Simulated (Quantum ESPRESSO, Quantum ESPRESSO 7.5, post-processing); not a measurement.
# 1T-PtS2, 2 layers, AA stacking against a metal electrode, stepped through the charge of the slab

Aim: how the results for 1T-PtS2, 2 layers, AA stacking against a metal electrode change with the charge of the slab.

Calculated with Quantum ESPRESSO 7.5; plane-wave DFT, PBE, GBRV ultrasoft pseudopotentials (geometry by pw.x at PBE-D3(BJ), GBRV ultrasoft).

This is a report of a sequence of runs, with most program output left out.

## (1) The starting structure

The cell holds 6 atoms: 4 S and 2 Pt. Cell: a = 3.570 Å, b = 3.570 Å, c = 23.228 Å, α = 90.0°, β = 90.0°, γ = 120.0°. It derives from PtS2. Vacuum lies along c.

Set-up: The slab is relaxed neutral under PBE-D3(BJ), then held. ESM with bc3: vacuum below and a metal electrode about 6 Å above the top atoms. Fermi-Dirac smearing of 0.004 Ry and a dense mesh. Charges are set per cell from the starting area.

Members 2, 3, 4.5, 6, 7 and 8 took the same steps and show in the table alone.

## (2) Variable-cell relaxation of the reference

What the set-up leaves free in this member is relaxed.

ref.relax.in

```
&control
  prefix = 'ref.relax'
  outdir = './out'
  pseudo_dir = './pseudo'
  nstep = 80
  forc_conv_thr = 0.0004
  calculation = 'vc-relax'
  etot_conv_thr = 1e-06
/
&system
  ibrav = 0
  nat = 6
  ntyp = 2
  ecutwfc = 50
  ecutrho = 250
  vdw_corr = 'grimme-d3'
  dftd3_version = 4
  occupations = 'smearing'
  smearing = 'fd'
  degauss = 0.004
/
&electrons
  conv_thr = 1e-09
  mixing_beta = 0.4
  electron_maxstep = 120
  mixing_mode = 'plain'
/
&ions
/
&cell
  cell_dofree = '2Dxy'
  press_conv_thr = 0.3
/
ATOMIC_SPECIES
  S   32.0600  s_pbe_v1.4.uspp.F.UPF
  Pt  195.0840  pt_pbe_v1.4.uspp.F.UPF
CELL_PARAMETERS angstrom
  3.57000000000000 0.00000000000000 0.00000000000000
  -1.78500000000000 3.09171069151045 0.00000000000000
  0.00000000000000 0.00000000000000 23.22817278676077
ATOMIC_POSITIONS crystal
  S   0.666666666700 0.333333333300 0.344409354685
  Pt  0.000000000000 0.000000000000 0.387763741874
  S   0.333333333300 0.666666666700 0.431118129063
  S   0.666666666700 0.333333333300 0.568881870937
  Pt  0.000000000000 0.000000000000 0.612236258126
  S   0.333333333300 0.666666666700 0.655590645315
K_POINTS automatic
  12 12 1 0 0 0
```

Started as:

```bash
$ OMP_NUM_THREADS=1 mpirun -n 4 pw.x -nk 4 -in ref.relax.in > ref.relax.out
```

Wall time 19 min (4 MPI ranks of Arm Neoverse V1, shared host); peak memory 0.96 GiB; 77 min of CPU time.

The steps of the relaxation (22 of 24):

| step | energy less that of the first step (eV) | largest force (eV/Å) | volume (Å³) |
| --- | --- | --- | --- |
| 1 | 0.0000 | 3.0952 | 256.38 |
| 2 | -0.8309 | 1.6795 | 263.70 |
| 3 | -1.1264 | 0.6210 | 267.82 |
| 4 | -1.1805 | 0.2818 | 267.31 |
| 5 | -1.2360 | 0.1096 | 264.16 |
| 6 | -1.2850 | 0.2553 | 258.50 |
| 8 | -1.3113 | 0.0545 | 252.92 |
| 9 | -1.3116 | 0.0299 | 253.06 |
| 10 | -1.3118 | 0.0413 | 253.19 |
| 11 | -1.3120 | 0.0505 | 253.29 |
| 12 | -1.3125 | 0.0602 | 253.41 |
| 13 | -1.3132 | 0.0708 | 253.55 |
| 14 | -1.3143 | 0.0831 | 253.74 |
| 15 | -1.3159 | 0.0976 | 253.98 |
| 16 | -1.3183 | 0.1138 | 254.29 |
| 17 | -1.3217 | 0.1287 | 254.72 |
| 19 | -1.3288 | 0.1157 | 256.01 |
| 20 | -1.3298 | 0.0904 | 255.81 |
| 21 | -1.3312 | 0.0396 | 255.35 |
| 22 | -1.3315 | 0.0015 | 254.97 |
| 23 | -1.3315 | 0.0005 | 254.98 |
| 24 | -1.3313 | 0.0005 | 254.98 |

| cell as run | before | after | change |
| --- | --- | --- | --- |
| a (Å) | 3.570 | 3.560 | -0.3 % |
| b (Å) | 3.570 | 3.560 | -0.3 % |

The atoms that moved most (Å, along periodic axes as changes of fractional coordinates times the final cell, across vacuum about the mean position):

| atom | dx | dy | dz | length |
| --- | --- | --- | --- | --- |
| S3 | 0.000 | 0.000 | 0.418 | 0.418 |
| S4 | 0.000 | 0.000 | -0.418 | 0.418 |
| Pt5 | 0.000 | 0.000 | -0.215 | 0.215 |
| Pt2 | 0.000 | 0.000 | 0.215 | 0.215 |
| S6 | 0.000 | 0.000 | 0.019 | 0.019 |
| S1 | 0.000 | 0.000 | -0.019 | 0.019 |

Final coordinates:

```xyz
6
Lattice="3.5603 0.0000 0.0000 -1.7801 3.0833 0.0000 0.0000 0.0000 23.2282" Properties=species:S:1:pos:R:3
S     1.7801    1.0278    7.9813
Pt    0.0000    0.0000    9.2216
S     0.0000    2.0555   10.4316
S     1.7801    1.0278   12.7965
Pt    0.0000    0.0000   14.0066
S     0.0000    2.0555   15.2469
```

 The last row is no step: it is a fresh SCF in the final cell with a new plane-wave basis, +0 meV from the row before.

This step gave:

```
free energy  : -7048.9352 eV
Fermi energy : 1.851 eV
```

## (3) Ground state, 0 ×10¹³ e/cm²

A run under open boundaries on these atoms gives the vacuum levels.

Level of this step: plane-wave DFT, PBE, GBRV ultrasoft pseudopotentials (Quantum ESPRESSO 7.5).

m2.esm.in

```
&control
  prefix = 'm2.esm'
  outdir = './out'
  pseudo_dir = './pseudo'
  calculation = 'scf'
  tprnfor = .true.
/
&system
  ibrav = 0
  nat = 6
  ntyp = 2
  ecutwfc = 40
  ecutrho = 200
  occupations = 'smearing'
  smearing = 'fd'
  degauss = 0.004
  assume_isolated = 'esm'
  esm_bc = 'bc3'
  tot_charge = 0.0
/
&electrons
  conv_thr = 1e-08
  mixing_beta = 0.4
  electron_maxstep = 120
  mixing_mode = 'plain'
/
ATOMIC_SPECIES
  S   32.0600  s_pbe_v1.4.uspp.F.UPF
  Pt  195.0840  pt_pbe_v1.4.uspp.F.UPF
CELL_PARAMETERS angstrom
  3.56025040100000 0.00000000000000 0.00000000000000
  -1.78012520000000 3.08326729100000 0.00000000000000
  0.00000000000000 0.00000000000000 23.22817278700000
ATOMIC_POSITIONS crystal
  S   0.666666666700 0.333333333300 -0.070292782530
  Pt  0.000000000000 0.000000000000 -0.016897630730
  S   0.333333333300 0.666666666700 0.035195933970
  S   0.666666666700 0.333333333300 0.137008743370
  Pt  0.000000000000 0.000000000000 0.189102308070
  S   0.333333333300 0.666666666700 0.242497459870
K_POINTS automatic
  24 24 1 0 0 0
```

Started as:

```bash
$ OMP_NUM_THREADS=1 mpirun -n 4 pw.x -nk 4 -in m2.esm.in > m2.esm.out
```

The job ended after 5.5 min (4 MPI ranks; peak memory 0.84 GiB; 22 min of CPU time).

This step gave:

| Quantity | Value |
| --- | --- |
| Fermi energy | -5.142 eV |
| vacuum line at the lower end of the cell, over the Fermi level | 5.143 eV |
| slope of the potential above | 4.74e-5 eV/Å |
| vacuum line at the upper end of the cell, over the Fermi level | 5.142 eV |

The potential energy, planar mean oscillates, so the rows of the table below give means over windows of 1.57 Å about each position, cut where the curve ends. Its maxima inside the range that stand out by 2 % of the span (Å: eV): -1.2: -9.34, 0.3: -9.99, 2.0: 2.99, 3.6: -10.1, 5.1: -9.33. Its minima: -1.5: -11.3, -0.3: -15.6, 0.7: -11.6, 3.2: -11.6, 4.4: -15.6, 5.6: -11.4.

Electrostatic potential energy of an electron; zero at the Fermi level. Potential energy, planar mean against z; means over each step:

| z (Å) | potential energy, planar mean (eV) |
| --- | --- |
| -10.82 | 5.14 |
| -9.25 | 5.14 |
| -7.68 | 5.14 |
| -6.11 | 5.14 |
| -4.54 | 5.13 |
| -2.97 | 3.61 |
| -1.40 | -9.78 |
| 0.17 | -12.5 |
| 1.74 | -0.643 |
| 3.31 | -9.30 |
| 4.88 | -12.4 |
| 6.45 | -0.513 |
| 8.02 | 5.08 |
| 9.59 | 5.14 |
| 11.16 | 5.14 |

Inside the slab this potential holds the local part of the pseudopotentials, which can be repulsive at the nuclei; only its value in the vacuum has a meaning of its own.

## (4) Ground state, 1 ×10¹³ e/cm²

m3.esm.in is the input of step 3 with these lines changed:

```diff
@@ -1,3 +1,3 @@
 &control
-  prefix = 'm2.esm'
+  prefix = 'm3.esm'
   outdir = './out'
@@ -18,3 +18,3 @@
   esm_bc = 'bc3'
-  tot_charge = 0.0
+  tot_charge = 0.01104
 /
@@ -25,2 +25,3 @@
   mixing_mode = 'plain'
+  startingpot = 'file'
 /
```

Started as:

```bash
$ cp -r out/m2.esm.save out/m3.esm.save
$ OMP_NUM_THREADS=1 mpirun -n 4 pw.x -nk 4 -in m3.esm.in > m3.esm.out
```

It took 5.4 min on 4 MPI ranks; peak memory 0.84 GiB; 22 min of CPU time.

Numbers from this step:

* Fermi energy: -6.341 eV
* vacuum line at the lower end of the cell, over the Fermi level: 5.403 eV
* slope of the potential above: 0.1814 eV/Å
* vacuum line at the upper end of the cell, over the Fermi level: 6.340 eV

Inside the slab this potential holds the local part of the pseudopotentials, which can be repulsive at the nuclei; only its value in the vacuum has a meaning of its own.

## (5) SCF with pw.x, -1.5 ×10¹³ e/cm²

m1.esm.in is the input of step 4 with these lines changed:

```diff
@@ -1,3 +1,3 @@
 &control
-  prefix = 'm3.esm'
+  prefix = 'm1.esm'
   outdir = './out'
@@ -18,3 +18,3 @@
   esm_bc = 'bc3'
-  tot_charge = 0.01104
+  tot_charge = -0.01656
 /
```

Started as:

```bash
$ cp -r out/m2.esm.save out/m1.esm.save
$ OMP_NUM_THREADS=1 mpirun -n 4 pw.x -nk 4 -in m1.esm.in > m1.esm.out
```

The job ended after 6 min (4 MPI ranks; peak memory 0.85 GiB).

Read from the output:

| Quantity | Value |
| --- | --- |
| Fermi energy | -3.480 eV |
| vacuum line at the lower end of the cell, over the Fermi level | 4.880 eV |
| slope of the potential above | -0.2720 eV/Å |
| vacuum line at the upper end of the cell, over the Fermi level | 3.481 eV |

Inside the slab this potential holds the local part of the pseudopotentials, which can be repulsive at the nuclei; only its value in the vacuum has a meaning of its own.

## (6) Self-consistent run, -3 ×10¹³ e/cm²

m0.esm.in is the input of step 5 with these lines changed:

```diff
@@ -1,3 +1,3 @@
 &control
-  prefix = 'm1.esm'
+  prefix = 'm0.esm'
   outdir = './out'
@@ -18,3 +18,3 @@
   esm_bc = 'bc3'
-  tot_charge = -0.01656
+  tot_charge = -0.03311
 /
```

Started as:

```bash
$ cp -r out/m1.esm.save out/m0.esm.save
$ OMP_NUM_THREADS=1 mpirun -n 4 pw.x -nk 4 -in m0.esm.in > m0.esm.out
```

The job ended after 6.2 min (4 MPI ranks; peak memory 0.85 GiB; 25 min of CPU time).

Numbers from this step:

| Property | Result |
| --- | --- |
| Fermi energy | -2.090 eV |
| vacuum line at the lower end of the cell, over the Fermi level | 4.866 eV |
| slope of the potential above | -0.5438 eV/Å |
| vacuum line at the upper end of the cell, over the Fermi level | 2.091 eV |

Inside the slab this potential holds the local part of the pseudopotentials, which can be repulsive at the nuclei; only its value in the vacuum has a meaning of its own.

## (7) The series side by side

The series in one table:

| the charge of the slab (positive: electrons removed) | electrode's level over the Fermi level (eV) | far face's level over the Fermi level (eV) | field in the gap (eV/Å) |
| --- | --- | --- | --- |
| -3 ×10¹³ e/cm² | 2.091 | 4.866 | -0.5438 |
| -1.5 ×10¹³ e/cm² | 3.481 | 4.88 | -0.272 |
| 0 ×10¹³ e/cm² | 5.142 | 5.143 | 4.743e-05 |
| 1 ×10¹³ e/cm² | 6.34 | 5.403 | 0.1814 |
| 2 ×10¹³ e/cm² | 7.312 | 5.431 | 0.3626 |
| 3 ×10¹³ e/cm² | 8.271 | 5.444 | 0.5439 |
| 4.5 ×10¹³ e/cm² | 9.706 | 5.457 | 0.8159 |
| 6 ×10¹³ e/cm² | 11.14 | 5.461 | 1.088 |
| 7 ×10¹³ e/cm² | 12.1 | 5.465 | 1.269 |
| 8 ×10¹³ e/cm² | 13.06 | 5.468 | 1.45 |

## (8) A check by hand

Last interval: C = Δσ/ΔV = 0.00101 e/Å² / 0.959 V × 1602 = 1.68 µF/cm².

## (9) Results

```yaml
mean_capacitance_at_positive_charge: 1.63 μF/cm²
effective_gap_eps_0_c: 5.43 Å
top_atoms_to_electrode: 5.98 Å
```

**Reading.** The series holds 10 members; mean capacitance at positive charge: 1.63 μF/cm²; effective gap ε₀/C: 5.43 Å; top atoms to electrode: 5.98 Å (PBE, GBRV ultrasoft). Interval by interval C lies between 1.34 and 1.74 µF/cm², least between 0 and 1×10¹³ e/cm², where the slab has few states at the Fermi level. The far face's level moves by 0.60 eV over the series, so the slab's own states take part of the voltage. Vacuum fills the gap; ions don't answer the charge; added electrons can spill towards the electrode at the most negative charges.

[Logs are printed without paths, hosts, clocks, repeated set-up lines and the standing remarks that a program may print on its own settings, such as how far it seeks lower states.]

[Hosts, paths, dates, database ids (printed as entryN), source tags and the programs' standing remarks are cut or masked in the printed files.]

[Maps of the electrostatic potential energy from Ansatz leave out the sawtooth potential of an applied field or a dipole correction, so their vacuum need not be flat; planar profiles and work functions include it.]
